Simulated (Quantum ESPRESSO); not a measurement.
# Li3ClO (Pm-3m): modes at Γ and the response to a field

Aim: the zone-centre modes of Li3ClO (Pm-3m).

Calculated with Quantum ESPRESSO 7.5; DFT LDA, scalar-relativistic, plane waves, PseudoDojo norm-conserving pseudopotentials.

## Step 1: The structure

The structure is cubic, space group Pm-3m (No. 221). Conventional cell: a = 3.908 Å, b = 3.908 Å, c = 3.908 Å, α = 90.00°, β = 90.00°, γ = 90.00°. Li has 2 O at 1.95 Å and 8 Li at 2.76 Å and 4 Cl at 2.76 Å nearest. Cl has 12 Li at 2.76 Å nearest. Nearest to O lie 6 Li at 1.95 Å. Farther neighbours and most contacts between anions are not listed.

## Step 2: A probe with smearing

A cheap run with smearing and empty bands tells whether the crystal has a gap, which decides between fixed occupations and smearing later on.

Input file probe.in:

```
 &control
    calculation='scf',
    prefix='x',
    outdir='./tmp',
    pseudo_dir='./pseudo',
    tprnfor=.true.,
    tstress=.true.,
    verbosity='high',
 /
 &system
    ibrav=1,
    celldm(1)=7.38568653,
    nat=5,
    ntyp=3,
    ecutwfc=92.0,
    occupations='smearing',
    smearing='gaussian',
    degauss=0.01,
 /
 &electrons
    conv_thr=1.0d-07,
    mixing_beta=0.7,
    electron_maxstep=100,
 /
ATOMIC_SPECIES
 Li      6.9400  Li.upf
 Cl     35.4500  Cl.upf
 O      15.9990  O.upf
ATOMIC_POSITIONS crystal
 Li     0.000000000   0.500000000   0.500000000
 Li     0.500000000   0.000000000   0.500000000
 Li     0.500000000   0.500000000   0.000000000
 Cl     0.000000000   0.000000000   0.000000000
 O      0.500000000   0.500000000   0.500000000
K_POINTS automatic
 6 6 6 0 0 0
```

Run with:

```sh
> OMP_NUM_THREADS=1 mpirun -n 4 pw.x -nk 4 -in probe.in > probe.out
```

The log of the run:

```text
[banners, grids, parts of the stress and lines that vanish by symmetry left out]
Program PWSCF v.7.5
     bravais-lattice index     =            1
     lattice parameter (alat)  =       7.3857  a.u.
[...]
kinetic-energy cutoff     =      92.0000  Ry
     charge density cutoff     =     368.0000  Ry
     scf convergence threshold =      1.0E-07
[...]
Exchange-correlation= SLA  PW   NOGX NOGC
                           (   1   4   0   0   0   0   0)
[...]
48 Sym. Ops., with inversion, found
[...]
(     0          1          0      )
                  (     0          0          1      )
[...]
(  0.0000000  1.0000000  0.0000000 )
                  (  0.0000000  0.0000000  1.0000000 )
[...]
(     0         -1          0      )
                  (     0          0          1      )
[...]
( -1.0000000  0.0000000  0.0000000 )
                  (  0.0000000  1.0000000  0.0000000 )
[...]
number of k points=    20  Gaussian smearing, width (Ry)=  0.0100
[...]
End of self-consistent calculation
[...]
the Fermi energy is     4.7842 ev
!    total energy              =    -109.04672659 Ry
[...]
convergence has been achieved in   9 iterations
[...]
atom    1 type  1   force =     0.00000000    0.00000000    0.00000000
     atom    2 type  1   force =     0.00000000    0.00000000    0.00000000
     atom    3 type  1   force =     0.00000000    0.00000000    0.00000000
     atom    4 type  2   force =     0.00000000    0.00000000    0.00000000
     atom    5 type  3   force =     0.00000000    0.00000000    0.00000000
[...]
Total force =     0.000000     Total SCF correction =     0.000000
[...]
total   stress  (Ry/bohr**3)                   (kbar)     P=      -55.00
[...]
XML data file, charge density, pseudopotentials, collected wavefunctions

   JOB DONE.
```

Run time: 8.5 s. Hardware: 4 MPI ranks of Arm Neoverse V1, shared host.

This step gave:

```yaml
volume_per_atom: 11.94 Å³
pressure: -5.5 GPa
gap_on_the_k_mesh: 4.586 eV
```

A gap of 4.6 eV opens on this mesh, so the crystal is taken as an insulator; the start stands at -5.5 GPa.

## Step 3: Relaxation

The relaxation runs at a cutoff a fifth above that of the response, since stress converges more slowly with the basis than frequencies do. Forces and stress are brought to rest with tight thresholds.

Input file relax.in:

```
 &control
    calculation='vc-relax',
    prefix='x',
    outdir='./tmp',
    pseudo_dir='./pseudo',
    tprnfor=.true.,
    tstress=.true.,
    forc_conv_thr=2.0d-05,
    etot_conv_thr=1.0d-07,
    nstep=40,
 /
 &system
    ibrav=1,
    celldm(1)=7.38568653,
    nat=5,
    ntyp=3,
    ecutwfc=110,
    occupations='fixed',
    nbnd=13,
 /
 &electrons
    conv_thr=1.0d-11,
    mixing_beta=0.7,
    electron_maxstep=100,
 /
 &ions
 /
 &cell
    press_conv_thr=0.2,
 /
ATOMIC_SPECIES
 Li      6.9400  Li.upf
 Cl     35.4500  Cl.upf
 O      15.9990  O.upf
ATOMIC_POSITIONS crystal
 Li     0.000000000   0.500000000   0.500000000
 Li     0.500000000   0.000000000   0.500000000
 Li     0.500000000   0.500000000   0.000000000
 Cl     0.000000000   0.000000000   0.000000000
 O      0.500000000   0.500000000   0.500000000
K_POINTS automatic
 6 6 6 0 0 0
```

Run with:

```sh
> OMP_NUM_THREADS=1 mpirun -n 4 pw.x -nk 4 -in relax.in > relax.out
```

The log of the run:

```text
[banners, grids, parts of the stress and lines that vanish by symmetry left out]
[banner, memory and clock lines left out]
Program PWSCF v.7.5

[...]
kinetic-energy cutoff     =     110.0000  Ry
     charge density cutoff     =     440.0000  Ry
     scf convergence threshold =      1.0E-11
[...]
energy convergence thresh.=      1.0E-07
     force convergence thresh. =      2.0E-05
     press convergence thresh. =      2.0E-01
     Exchange-correlation= SLA  PW   NOGX NOGC
                           (   1   4   0   0   0   0   0)
[...]
48 Sym. Ops., with inversion, found
[...]
number of k points=    20
[...]
End of self-consistent calculation
[...]
highest occupied, lowest unoccupied level (ev):     2.6030    7.1885
!    total energy              =    -109.04673886 Ry
[...]
convergence has been achieved in  13 iterations
[...]
atom    1 type  1   force =     0.00000000    0.00000000    0.00000000
     atom    2 type  1   force =     0.00000000    0.00000000    0.00000000
     atom    3 type  1   force =     0.00000000    0.00000000    0.00000000
     atom    4 type  2   force =     0.00000000    0.00000000    0.00000000
     atom    5 type  3   force =     0.00000000    0.00000000    0.00000000
     Total force =     0.000000     Total SCF correction =     0.000000
[...]
total   stress  (Ry/bohr**3)                   (kbar)     P=      -55.15
[...]
number of bfgs steps    =   0
[...]
CELL_PARAMETERS (alat=  7.38568653)
[...]
ATOMIC_POSITIONS (crystal)
Li               0.0000000000        0.5000000000        0.5000000000
Li               0.5000000000        0.0000000000        0.5000000000
Li               0.5000000000        0.5000000000        0.0000000000
Cl               0.0000000000        0.0000000000        0.0000000000
[...]
New effective cutoffs (rho, wfc):  446.92  112.06
[...]
End of self-consistent calculation
[...]
highest occupied, lowest unoccupied level (ev):     2.8300    7.4708
!    total energy              =    -109.05050450 Ry
[...]
convergence has been achieved in   7 iterations
[...]
atom    1 type  1   force =     0.00000000    0.00000000    0.00000000
     atom    2 type  1   force =     0.00000000    0.00000000    0.00000000
     atom    3 type  1   force =     0.00000000    0.00000000    0.00000000
     atom    4 type  2   force =     0.00000000    0.00000000    0.00000000
     atom    5 type  3   force =     0.00000000    0.00000000    0.00000000
     Total force =     0.000000     Total SCF correction =     0.000000
[...]
total   stress  (Ry/bohr**3)                   (kbar)     P=      -43.26
[...]
number of bfgs steps    =   1
[...]
CELL_PARAMETERS (alat=  7.38568653)
[...]
ATOMIC_POSITIONS (crystal)
[...]
New effective cutoffs (rho, wfc):  459.88  115.31
[...]
End of self-consistent calculation
[...]
highest occupied, lowest unoccupied level (ev):     3.1900    7.8641
!    total energy              =    -109.05420192 Ry
[...]
convergence has been achieved in   8 iterations
[...]
atom    1 type  1   force =     0.00000000    0.00000000    0.00000000
     atom    2 type  1   force =     0.00000000    0.00000000    0.00000000
     atom    3 type  1   force =     0.00000000    0.00000000    0.00000000
     atom    4 type  2   force =     0.00000000    0.00000000    0.00000000
[...]
Total force =     0.000000     Total SCF correction =     0.000000
[...]
total   stress  (Ry/bohr**3)                   (kbar)     P=      -22.10
[...]
number of bfgs steps    =   2
[...]
CELL_PARAMETERS (alat=  7.38568653)
[...]
ATOMIC_POSITIONS (crystal)
[...]
New effective cutoffs (rho, wfc):  473.23  118.65
[...]
End of self-consistent calculation
[...]
highest occupied, lowest unoccupied level (ev):     3.5692    8.2736
!    total energy              =    -109.05525979 Ry
[...]
convergence has been achieved in   8 iterations
[...]
Total force =     0.000000     Total SCF correction =     0.000000
[...]
total   stress  (Ry/bohr**3)                   (kbar)     P=        3.28
[...]
number of bfgs steps    =   3
[...]
CELL_PARAMETERS (alat=  7.38568653)
[...]
ATOMIC_POSITIONS (crystal)
[...]
New effective cutoffs (rho, wfc):  471.51  118.22
[...]
End of self-consistent calculation
[...]
highest occupied, lowest unoccupied level (ev):     3.5200    8.2207
!    total energy              =    -109.05528033 Ry
[...]
convergence has been achieved in   7 iterations
[...]
Total force =     0.000000     Total SCF correction =     0.000000
[...]
total   stress  (Ry/bohr**3)                   (kbar)     P=       -0.19
[...]
number of bfgs steps    =   4
[...]
CELL_PARAMETERS (alat=  7.38568653)
[...]
ATOMIC_POSITIONS (crystal)
[...]
New effective cutoffs (rho, wfc):  471.60  118.25
[...]
End of self-consistent calculation
[...]
highest occupied, lowest unoccupied level (ev):     3.5227    8.2236
!    total energy              =    -109.05528040 Ry
[...]
convergence has been achieved in   5 iterations
[...]
atom    3 type  1   force =     0.00000000    0.00000000    0.00000000
     atom    4 type  2   force =     0.00000000    0.00000000    0.00000000
     atom    5 type  3   force =     0.00000000    0.00000000    0.00000000
     Total force =     0.000000     Total SCF correction =     0.000000
[...]
total   stress  (Ry/bohr**3)                   (kbar)     P=       -0.00
[...]
bfgs converged in   6 scf cycles and   5 bfgs steps
[...]
End of BFGS Geometry Optimization
     Final enthalpy           =    -109.0552804013 Ry
     File ./tmp/x.bfgs deleted, as requested
[...]
CELL_PARAMETERS (alat=  7.38568653)
[...]
ATOMIC_POSITIONS (crystal)
[...]
Cl               0.0000000000        0.0000000000        0.0000000000
O                0.5000000000        0.5000000000        0.5000000000
[...]
Final scf calculation at the relaxed structure.
[...]
kinetic-energy cutoff     =     110.0000  Ry
     charge density cutoff     =     440.0000  Ry
     scf convergence threshold =      1.0E-13
[...]
press convergence thresh. =      2.0E-01
     Exchange-correlation= SLA  PW   NOGX NOGC
                           (   1   4   0   0   0   0   0)
[...]
48 Sym. Ops., with inversion, found
[...]
number of k points=    20
[...]
c_bands:  1 eigenvalues not converged
     c_bands:  1 eigenvalues not converged
[...]
End of self-consistent calculation
[...]
highest occupied, lowest unoccupied level (ev):     3.5227    8.2236
!    total energy              =    -109.05527505 Ry
[...]
convergence has been achieved in  16 iterations
[...]
atom    1 type  1   force =     0.00000000    0.00000000    0.00000000
     atom    2 type  1   force =     0.00000000    0.00000000    0.00000000
     atom    3 type  1   force =     0.00000000    0.00000000    0.00000000
     atom    4 type  2   force =     0.00000000    0.00000000    0.00000000
     atom    5 type  3   force =     0.00000000    0.00000000    0.00000000
     Total force =     0.000000     Total SCF correction =     0.000000
[...]
total   stress  (Ry/bohr**3)                   (kbar)     P=        0.01
[...]
XML data file, charge density, pseudopotentials, collected wavefunctions
```

The job ended after 58 s (4 MPI ranks).

The steps of the relaxation:

| step | energy less that of the first step (eV) | largest force (eV/Å) | pressure (GPa) | volume (Å³) |
| --- | --- | --- | --- | --- |
| 1 | 0.0000 | 0.0000 | -5.51 | 59.70 |
| 2 | -0.0512 | 0.0000 | -4.33 | 58.04 |
| 3 | -0.1015 | 0.0000 | -2.21 | 55.60 |
| 4 | -0.1159 | 0.0000 | 0.33 | 53.27 |
| 5 | -0.1162 | 0.0000 | -0.02 | 53.56 |
| 6 | -0.1162 | 0.0000 | 0.00 | 53.54 |
| 7 | -0.1161 | 0.0000 | 0.00 | 53.54 |

| conventional cell, symmetrised | before | after | change |
| --- | --- | --- | --- |
| a (Å) | 3.908 | 3.769 | -3.6 % |
| b (Å) | 3.908 | 3.769 | -3.6 % |
| c (Å) | 3.908 | 3.769 | -3.6 % |
| volume (Å³/atom) | 11.94 | 10.71 | -10.3 % |

The relaxed structure:

```
CELL_PARAMETERS angstrom
3.76902 0.00000 0.00000
0.00000 3.76902 0.00000
0.00000 0.00000 3.76902
ATOMIC_POSITIONS crystal
Li 0.00000 0.50000 0.50000
Li 0.50000 0.00000 0.50000
Li 0.50000 0.50000 0.00000
Cl 0.00000 0.00000 0.00000
O 0.50000 0.50000 0.50000
```

The last row of the table of steps is pw.x's closing run on a basis chosen anew for the final cell, so its energy can jump.

Numbers from this step:

- volume per atom: 10.71 Å³
- pressure: 0.001 GPa
- gap on the k-mesh: 4.701 eV

The volume changes by -10.3 % from the cell with which this run began.

## Step 4: Self-consistent run for the response

The response is built on this ground state, so it is converged far tighter than an energy would need. With a gap, occupations are fixed, which also allows the response to an electric field.

Input file scf.in:

```
 &control
    calculation='scf',
    prefix='x',
    outdir='./tmp',
    pseudo_dir='./pseudo',
    tprnfor=.true.,
    tstress=.true.,
 /
 &system
    ibrav=1,
    celldm(1)=7.1224122,
    nat=5,
    ntyp=3,
    ecutwfc=92.0,
    occupations='fixed',
    nbnd=13,
 /
 &electrons
    conv_thr=1.0d-12,
    mixing_beta=0.7,
    electron_maxstep=100,
 /
ATOMIC_SPECIES
 Li      6.9400  Li.upf
 Cl     35.4500  Cl.upf
 O      15.9990  O.upf
ATOMIC_POSITIONS crystal
 Li     0.000000000   0.500000000   0.500000000
 Li     0.500000000   0.000000000   0.500000000
 Li     0.500000000   0.500000000   0.000000000
 Cl     0.000000000   0.000000000   0.000000000
 O      0.500000000   0.500000000   0.500000000
K_POINTS automatic
 8 8 8 0 0 0
```

Run with:

```sh
> OMP_NUM_THREADS=1 mpirun -n 4 pw.x -nk 4 -in scf.in > scf.out
```

The log of the run:

```text
[banners, grids, parts of the stress and lines that vanish by symmetry left out]
[banner, memory and clock lines left out]
Program PWSCF v.7.5

[...]
kinetic-energy cutoff     =      92.0000  Ry
     charge density cutoff     =     368.0000  Ry
     scf convergence threshold =      1.0E-12
[...]
Exchange-correlation= SLA  PW   NOGX NOGC
                           (   1   4   0   0   0   0   0)
[...]
48 Sym. Ops., with inversion, found
[...]
number of k points=    35
[...]
End of self-consistent calculation
[...]
highest occupied, lowest unoccupied level (ev):     3.5228    8.2236
!    total energy              =    -109.05526367 Ry
[...]
convergence has been achieved in  15 iterations
[...]
atom    1 type  1   force =     0.00000000    0.00000000    0.00000000
     atom    2 type  1   force =     0.00000000    0.00000000    0.00000000
     atom    3 type  1   force =     0.00000000    0.00000000    0.00000000
     atom    4 type  2   force =     0.00000000    0.00000000    0.00000000
     atom    5 type  3   force =     0.00000000    0.00000000    0.00000000
     Total force =     0.000000     Total SCF correction =     0.000000
[...]
total   stress  (Ry/bohr**3)                   (kbar)     P=       -0.01
[...]
XML data file, charge density, pseudopotentials, collected wavefunctions
```

Wall time 16 s (4 MPI ranks); 65 s of CPU time.

Numbers from this step:

| Item | Value |
| --- | --- |
| pressure | -0.001 GPa |

The cell stands at -0.001 GPa, close enough for phonons.

(Continued in part 2 of 3.)

[Host names and launcher messages were left out of these logs when they were recorded.]

[Logs are printed without paths, hosts, clocks, repeated set-up lines and the standing remarks that a program may print on its own settings, such as how far it seeks lower states.]

[Hosts, paths, dates, database ids (printed as entryN), source tags and the programs' standing remarks are cut or masked in the printed files.]
